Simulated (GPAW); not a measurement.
## Mg K-edge XANES of MgV2O6 (C2/m)

How does the Mg K edge of MgV2O6 (C2/m) move when the bonds are compressed or stretched?

Main program and level: GPAW 26.7.0; X-ray absorption from dipole matrix elements to empty bands, plane-wave PAW LDA.

### 1. Set-up

Symmetry: C2/m, No. 12, monoclinic system. The conventional cell has a = 9.279 Å, b = 3.502 Å, c = 6.731 Å, α = 90.00°, β = 111.77°, γ = 90.00°. Nearest to V lie 5 O at 1.67 to 2.11 Å. Mg has 6 O at 2.02 to 2.20 Å nearest. Nearest to O lie 1 V at 1.67 Å and 2 Mg at 2.20 Å. Nearest to O lie 3 V at 1.85 to 2.11 Å. O has 1 V at 1.67 Å and 1 Mg at 2.02 Å nearest. Farther neighbours and most contacts between anions are not listed.

Structure file:

```xyz
9
Lattice="4.6395 -1.7510 0.0000 4.6395 1.7510 0.0000 -2.4964 0.0000 6.2509" Properties=species:S:1:pos:R:3 pbc="T T T"
V     0.1695    0.0000    4.1031
V     6.6131    0.0000    2.1478
Mg    0.0000    0.0000    0.0000
O     1.0183    0.0000    5.5427
O     5.7643    0.0000    0.7082
O     1.7632    0.0000    2.7179
O     5.0194    0.0000    3.5330
O    -1.4417    0.0000    4.5232
O     8.2243    0.0000    1.7278
```

### 2. Ground state of the crystal

A plain self-consistent run shows whether there is a gap and which moments survive; both decide the set-up of the core-hole run.

File scf.py:

```python
import numpy as np
from ase import Atoms
from ase.parallel import parprint, paropen
from gpaw import GPAW, PW, FermiDirac, Mixer, MixerDif, setup_paths
from gpaw.test import gen
setup_paths.insert(0, '.')
gen('Mg', name='nch1s', xcname='LDA', corehole=(1, 0, 0), write_xml=True)
from gpaw.mpi import world
world.barrier()

atoms = Atoms('V2MgO6',
    cell=[[4.6395, -1.751, 0],
     [4.6395, 1.751, 0],
     [-2.49640426, 0, 6.25094607]],
    scaled_positions=[[0.19486, 0.19486, 0.6564],
     [0.80514, 0.80514, 0.3436],
     [0, 0, 0],
     [0.3483, 0.3483, 0.8867],
     [0.6517, 0.6517, 0.1133],
     [0.307, 0.307, 0.4348],
     [0.693, 0.693, 0.5652],
     [0.0393, 0.0393, 0.7236],
     [0.9607, 0.9607, 0.2764]],
    magmoms=[2.0, 2.0, 0.0, 0.0, 0.0, 0.0, 0.0, 0.0, 0.0],
    pbc=True)
atoms.calc = calc = GPAW(legacy_gpaw=True, mode=PW(500, force_complex_dtype=True), xc='LDA', setups={2: 'nch1s'},
    kpts={'size': (6, 6, 4), 'gamma': True}, occupations=FermiDirac(0.05),
    charge=0, mixer=MixerDif(0.05, 8, 50), maxiter=150,
    convergence={'density': 0.0001, 'eigenstates': 1e-6}, txt='scf.txt')
energy = atoms.get_potential_energy() + calc.get_reference_energy()
ef = calc.get_fermi_level()
out = dict(energy=energy, fermi=ef, forces=atoms.get_forces().tolist(), magmoms=atoms.get_magnetic_moments().tolist())
parprint(f'all-electron energy {energy:.4f} eV, Fermi level {ef:.4f} eV')
ev = np.array([[calc.get_eigenvalues(k, s) for k in range(len(calc.get_ibz_k_points()))] for s in range(calc.get_number_of_spins())])
out['homo'], out['lumo'], out['counts'] = ev[ev < ef].max(), ev[ev > ef].min(), sorted(set((ev < ef).sum((0, 2)).tolist()))
out['filled'] = (ev[:, 0] < ef).sum(1).tolist()
import json
with paropen('out.json', 'w') as f:
    json.dump(out, f)
```

Started as:

```sh
> OMP_NUM_THREADS=1 mpirun -n 4 gpaw python scf.py
```

Numbers of over 12 decimals in the logs are rounded to 6 here.

What it wrote:

```text
Input parameters:
  convergence: {density: 0.0001,
                eigenstates: 1e-06}
  kpts: {gamma: True,
         size: (6, 6, 4)}
  maxiter: 150
  mixer: {backend: pulay,
          beta: 0.05,
          method: difference,
          nmaxold: 8,
          weight: 50}
  mode: {ecut: 500.0,
         force_complex_dtype: True,
         name: pw}
  occupations: {fixmagmom: False,
                name: fermi-dirac,
                width: 0.05}
  setups: {2: nch1s}

Initialize ...

[... PAW data sets ...]

Reference energy: -69129.882096  # eV

Spin-polarized calculation.
Initial magnetic moment: 4.000000

[... convergence settings ...]
Symmetries present (total): 4
  [... symmetry matrices ...]

144 k-points: 6 x 6 x 4 Monkhorst-Pack grid + [1/12,1/12,1/8]
47 k-points in the irreducible part of the Brillouin zone
       k-points in crystal coordinates                weights
   0:     0.00000000    0.00000000    0.00000000          1/144
   1:     0.00000000    0.00000000    0.25000000          2/144
   2:     0.00000000    0.00000000    0.50000000          1/144
   3:     0.16666667   -0.16666667    0.00000000          2/144
   4:     0.16666667   -0.16666667    0.25000000          4/144
   5:     0.16666667   -0.16666667    0.50000000          2/144
   6:     0.16666667    0.00000000   -0.25000000          4/144
   7:     0.16666667    0.00000000    0.00000000          4/144
   8:     0.16666667    0.00000000    0.25000000          4/144
   9:     0.16666667    0.00000000    0.50000000          4/144
          ...
  46:     0.50000000    0.50000000    0.50000000          1/144

Wave functions: Plane wave expansion
  Cutoff energy: 500.000 eV
  Number of coefficients (min, max): 2558, 2614
  Pulay-stress correction: 0.000000 eV/Ang^3 (de/decut=0.000000)
  Using FFTW library
  Wavefunction extrapolation:
    Improved wavefunction reuse through dual PAW basis

Occupation numbers: Fermi-Dirac:
  width: 0.0500  # eV

Eigensolver
   Davidson(niter=2)

Densities:
  Coarse grid: 27*27*35 grid
  Fine grid: 54*54*70 grid
  Total Charge: 0.000000

Density mixing:
  Method: difference
  Backend: pulay
  Linear mixing parameter: 0.05
  old densities: 8
  Width of damping distribution: 1.1
  Damping of long wavelength oscillations: 50

[... Hamiltonian set-up ...]
Number of atoms: 9
Number of atomic orbitals: 58
Number of bands in calculation: 50
Number of valence electrons: 72
Bands to converge: occupied

... initialized

Initializing position-dependent things.

Density initialized from atomic densities
Creating initial wave functions:
  50 bands from LCAO basis set

             O
       O   V
                       O
               O
                           V   O

           Mg            O

Atomic positions and initial magnetic moments

Positions:
   0 V      0.169466    0.000000    4.103121    ( 0.0000,  0.0000,  2.0000)
   1 V      6.613130    0.000000    2.147825    ( 0.0000,  0.0000,  2.0000)
   2 Mg     0.000000    0.000000    0.000000    ( 0.0000,  0.0000,  0.0000)
   3 O      1.018314    0.000000    5.542714    ( 0.0000,  0.0000,  0.0000)
   4 O      5.764282    0.000000    0.708232    ( 0.0000,  0.0000,  0.0000)
   5 O      1.763216    0.000000    2.717911    ( 0.0000,  0.0000,  0.0000)
   6 O      5.019379    0.000000    3.533035    ( 0.0000,  0.0000,  0.0000)
   7 O     -1.441733    0.000000    4.523185    ( 0.0000,  0.0000,  0.0000)
   8 O      8.224329    0.000000    1.727761    ( 0.0000,  0.0000,  0.0000)

Unit cell:
           periodic     x           y           z      points  spacing
  1. axis:    yes    4.639500   -1.751000    0.000000    27     0.1202
  2. axis:    yes    4.639500    1.751000    0.000000    27     0.1202
  3. axis:    yes   -2.496404    0.000000    6.250946    35     0.1786

  Lengths:   4.958927   4.958927   6.731000
  Angles:  110.303408 110.303408  41.354153

Effective grid spacing dv^(1/3) = 0.1585

iter:   1   -86.714738                   +4.0028
iter:   2   -83.370505   -0.84  -0.96    +1.2008
iter:   3   -78.454111   -0.39  -1.03    +0.0296
iter:   4   -77.825082   -1.83  -1.31    +0.0019
iter:   5   -77.672990   -1.48  -1.36    -0.0060
iter:   6   -76.922132   -1.20  -1.33    -0.0031
iter:   7   -76.842415   -2.44  -1.70    -0.0010
iter:   8   -76.758339   -1.85  -1.72    -0.0002
iter:   9   -76.721245   -2.10  -1.82    +0.0001
iter:  10   -76.622550   -2.83  -1.91    +0.0000
iter:  11   -76.541615   -2.08  -2.07    +0.0000
iter:  12   -76.529629   -3.52  -2.48    -0.0000
iter:  13   -76.528007c  -3.84  -2.64    -0.0000
iter:  14   -76.524512c  -3.67  -2.67    -0.0000
iter:  15   -76.523034c  -3.50  -2.89    -0.0000
iter:  16   -76.522806c  -5.44  -3.36    -0.0000
iter:  17   -76.522812c  -5.94  -3.73    -0.0000
iter:  18   -76.522788c  -5.72  -3.78    +0.0000
iter:  19   -76.522788c  -6.84c -4.39c   +0.0000

Converged after 19 iterations.

Dipole moment: (0.000000, -0.000000, -0.000000) |e|*Ang

Total magnetic moment: (0.000000, 0.000000, 0.000000)
Local magnetic moments:
   0 V  ( 0.000000,  0.000000,  0.000000)
   1 V  ( 0.000000,  0.000000,  0.000000)
   2 Mg ( 0.000000,  0.000000, -0.000000)
   3 O  ( 0.000000,  0.000000, -0.000000)
   4 O  ( 0.000000,  0.000000, -0.000000)
   5 O  ( 0.000000,  0.000000,  0.000000)
   6 O  ( 0.000000,  0.000000,  0.000000)
   7 O  ( 0.000000,  0.000000,  0.000000)
   8 O  ( 0.000000,  0.000000,  0.000000)

Energy contributions relative to reference atoms: (reference = -69129.882096)

Kinetic:        +28.163336
Potential:      -39.790889
External:        +0.000000
XC:             -64.694496
Entropy (-ST):   -0.000000
Local:           -0.200738
SIC:             +0.000000
--------------------------
Free energy:    -76.522788
Extrapolated:   -76.522788

Spin contamination: 0.000000 electrons
Showing only first 2 kpts
                      Up                     Down
 Kpt  Band  Eigenvalues  Occupancy  Eigenvalues  Occupancy
  0    34      2.07702    1.00000      2.07702    1.00000
  0    35      2.08489    1.00000      2.08489    1.00000
  0    36      5.36086    0.00000      5.36086    0.00000
  0    37      5.41435    0.00000      5.41435    0.00000

  1    34      1.91912    1.00000      1.91912    1.00000
  1    35      2.19633    1.00000      2.19633    1.00000
  1    36      5.24041    0.00000      5.24041    0.00000
  1    37      5.54053    0.00000      5.54053    0.00000

Fermi level: 3.99485

Gap: 2.589 eV
Transition (v -> c):
  (s=0, k=35, n=35, [0.50, 0.00, 0.50]) -> (s=0, k=39, n=36, [0.50, 0.17, 0.50])
Direct/indirect transitions are different
Direct gap: 2.630 eV
Transition at: (s=0, k=35, n=35, [0.50, 0.00, 0.50])

Forces in eV/Ang:
  0 V    -0.22063    0.00000    0.54054
  1 V     0.22063    0.00000   -0.54054
  2 Mg    0.00000    0.00000    0.00000
  3 O    -0.27667    0.00000   -0.68514
  4 O     0.27667    0.00000    0.68514
  5 O    -0.12395    0.00000   -0.15430
  6 O     0.12395    0.00000    0.15430
  7 O     0.71448    0.00000   -0.22251
  8 O    -0.71448    0.00000    0.22251
Scalar-relativistic atomic LDA calculation for Mg (Magnesium, Z=12)
Core hole in 1s state (1s occupation: 2.0)
450 radial gridpoints.
|------------------------------------------------|
|------------------------------------------------|
[... the atom generator's iteration count ...]

Energy contributions:
-------------------------
Kinetic:     +199.421891
XC:           -15.478236
Potential:   -383.390681
-------------------------
Total:       -199.447026

state      eigenvalue         ekin         rmax
-----------------------------------------------
1s^2.0 :   -46.058148    66.987568        0.085
2s^2.0 :    -2.913890     8.631240        0.548
2p^6.0 :    -1.717103     7.802539        0.477
3s^2.0 :    -0.175717     0.684522        2.514
3p^0.0 :    -0.050476     0.349037        3.500
-----------------------------------------------
(units: Bohr and Hartree)

Generating PAW setup
Kinetic energy of the core from tauc = 134.219440
Cutoffs:
rc(s)=2.060
rc(p)=2.050
rc(d)=1.960
rc(vbar)=2.000
rc(comp)=1.950
rc(nct)=2.060

Kinetic energy of the core states: 133.975135
Charge: 0.0
Core electrons: 2.0
Valence electrons: 10.0
Pseudo-core charge: 0.000000
Shape function alpha=2.630
Pseudo-electron charge 2.915379
state    eigenvalue         norm
--------------------------------
2s(2) :    -2.913890     0.147237
3s(2) :    -0.175717     1.006311
2p(6) :    -1.717103     0.101380
3p(0) :    -0.050476     0.993759
*d    :     0.000000
--------------------------------

Diagonalizing with gridspacing h=0.050

state   all-electron     PAW
-------------------------------
2s:      -2.913890    -2.914469
2p:      -1.717103    -1.717995
*d:                    0.032132
*f:                    0.068122
-------------------------------
all-electron energy -69206.4049 eV, Fermi level 3.9949 eV
```

Wall time 2.2 min (4 MPI ranks of Arm Neoverse V1, shared host); peak memory 0.37 GiB.

The mesh shows a gap of 2.59 eV, so the hole is first treated in a charged cell, without the excited electron.

### 3. Supercell without a hole, the energy reference

The photon energy needs a difference of total energies, so the cell and mesh of the coming hole run are first run without a hole.

File scf.py:

```python
import numpy as np
from ase import Atoms
from ase.parallel import parprint, paropen
from gpaw import GPAW, PW, FermiDirac, Mixer, MixerDif, setup_paths
from gpaw.test import gen
setup_paths.insert(0, '.')
gen('Mg', name='nch1s', xcname='LDA', corehole=(1, 0, 0), write_xml=True)
from gpaw.mpi import world
world.barrier()

atoms = Atoms('V4Mg2O12',
    cell=[[4.6395, -1.751, 0],
     [2.14309574, 1.751, 6.25094607],
     [0, -7.004, 0]],
    scaled_positions=[[0.73332, 0.6564, 0.23077],
     [0.73332, 0.6564, 0.73077],
     [0.26668, 0.3436, 0.76923],
     [0.26668, 0.3436, 0.26923],
     [0, 0, 0],
     [0, 0, 0.5],
     [0.8099, 0.8867, 0.2692],
     [0.8099, 0.8867, 0.7692],
     [0.1901, 0.1133, 0.7308],
     [0.1901, 0.1133, 0.2308],
     [0.1792, 0.4348, 0.0639],
     [0.1792, 0.4348, 0.5639],
     [0.8208, 0.5652, 0.9361],
     [0.8208, 0.5652, 0.4361],
     [0.355, 0.7236, 0.34215],
     [0.355, 0.7236, 0.84215],
     [0.645, 0.2764, 0.65785],
     [0.645, 0.2764, 0.15785]],
    magmoms=[2.0, 2.0, 2.0, 2.0, 0.0, 0.0, 0.0, 0.0, 0.0, 0.0, 0.0, 0.0, 0.0, 0.0, 0.0, 0.0, 0.0, 0.0],
    pbc=True)
atoms.calc = calc = GPAW(legacy_gpaw=True, mode=PW(500, force_complex_dtype=True), xc='LDA', setups={4: 'nch1s'},
    kpts={'size': (3, 2, 2), 'gamma': True}, occupations=FermiDirac(0.02),
    charge=0, mixer=MixerDif(0.05, 8, 50), maxiter=150,
    convergence={'density': 0.0001, 'eigenstates': 1e-6}, txt='scf.txt')
energy = atoms.get_potential_energy() + calc.get_reference_energy()
ef = calc.get_fermi_level()
out = dict(energy=energy, fermi=ef, forces=atoms.get_forces().tolist(), magmoms=atoms.get_magnetic_moments().tolist())
parprint(f'all-electron energy {energy:.4f} eV, Fermi level {ef:.4f} eV')
ev = np.array([[calc.get_eigenvalues(k, s) for k in range(len(calc.get_ibz_k_points()))] for s in range(calc.get_number_of_spins())])
out['homo'], out['lumo'], out['counts'] = ev[ev < ef].max(), ev[ev > ef].min(), sorted(set((ev < ef).sum((0, 2)).tolist()))
out['filled'] = (ev[:, 0] < ef).sum(1).tolist()
import json
with paropen('out.json', 'w') as f:
    json.dump(out, f)
```

What it wrote:

```text
Input parameters:
  convergence: {density: 0.0001,
                eigenstates: 1e-06}
  kpts: {gamma: True,
         size: (3, 2, 2)}
  maxiter: 150
  mixer: {backend: pulay,
          beta: 0.05,
          method: difference,
          nmaxold: 8,
          weight: 50}
  mode: {ecut: 500.0,
         force_complex_dtype: True,
         name: pw}
  occupations: {fixmagmom: False,
                name: fermi-dirac,
[...]
2s(2) :    -2.913890     0.147237
3s(2) :    -0.175717     1.006311
2p(6) :    -1.717103     0.101380
3p(0) :    -0.050476     0.993759
*d    :     0.000000
--------------------------------

Diagonalizing with gridspacing h=0.050

state   all-electron     PAW
-------------------------------
2s:      -2.913890    -2.914469
2p:      -1.717103    -1.717995
*d:                    0.032132
*f:                    0.068122
-------------------------------
all-electron energy -138412.8102 eV, Fermi level 3.6125 eV
[key lines of the parts left out:]
Converged after 30 iterations.
Dipole moment: (-0.000000, -0.000000, -0.000000) |e|*Ang
Free energy:   -153.046021
Fermi level: 3.61248
```

Elapsed: 2.4 min, on 4 MPI ranks; peak memory 0.47 GiB; 9.5 min of CPU time.

Reference energy: -138412.810 eV with the cores included.

[end of part 1 of 3]

[Banner, clock and machine lines of the logs are left out without a mark of their own.]

[Logs are printed without paths, hosts, clocks, repeated set-up lines and the standing remarks that a program may print on its own settings, such as how far it seeks lower states.]

[Hosts, paths, dates, database ids (printed as entryN), source tags and the programs' standing remarks are cut or masked in the printed files.]

[Lists of maxima count a maximum above −3 eV only where it reaches 4 % of the highest in the window and stands out from its surroundings by 2 % of it (1.5 % where it reaches 55 %); shoulders and weaker maxima are passed over, and of the rest the first, up to two pre-edge ones and the few strongest are named.]
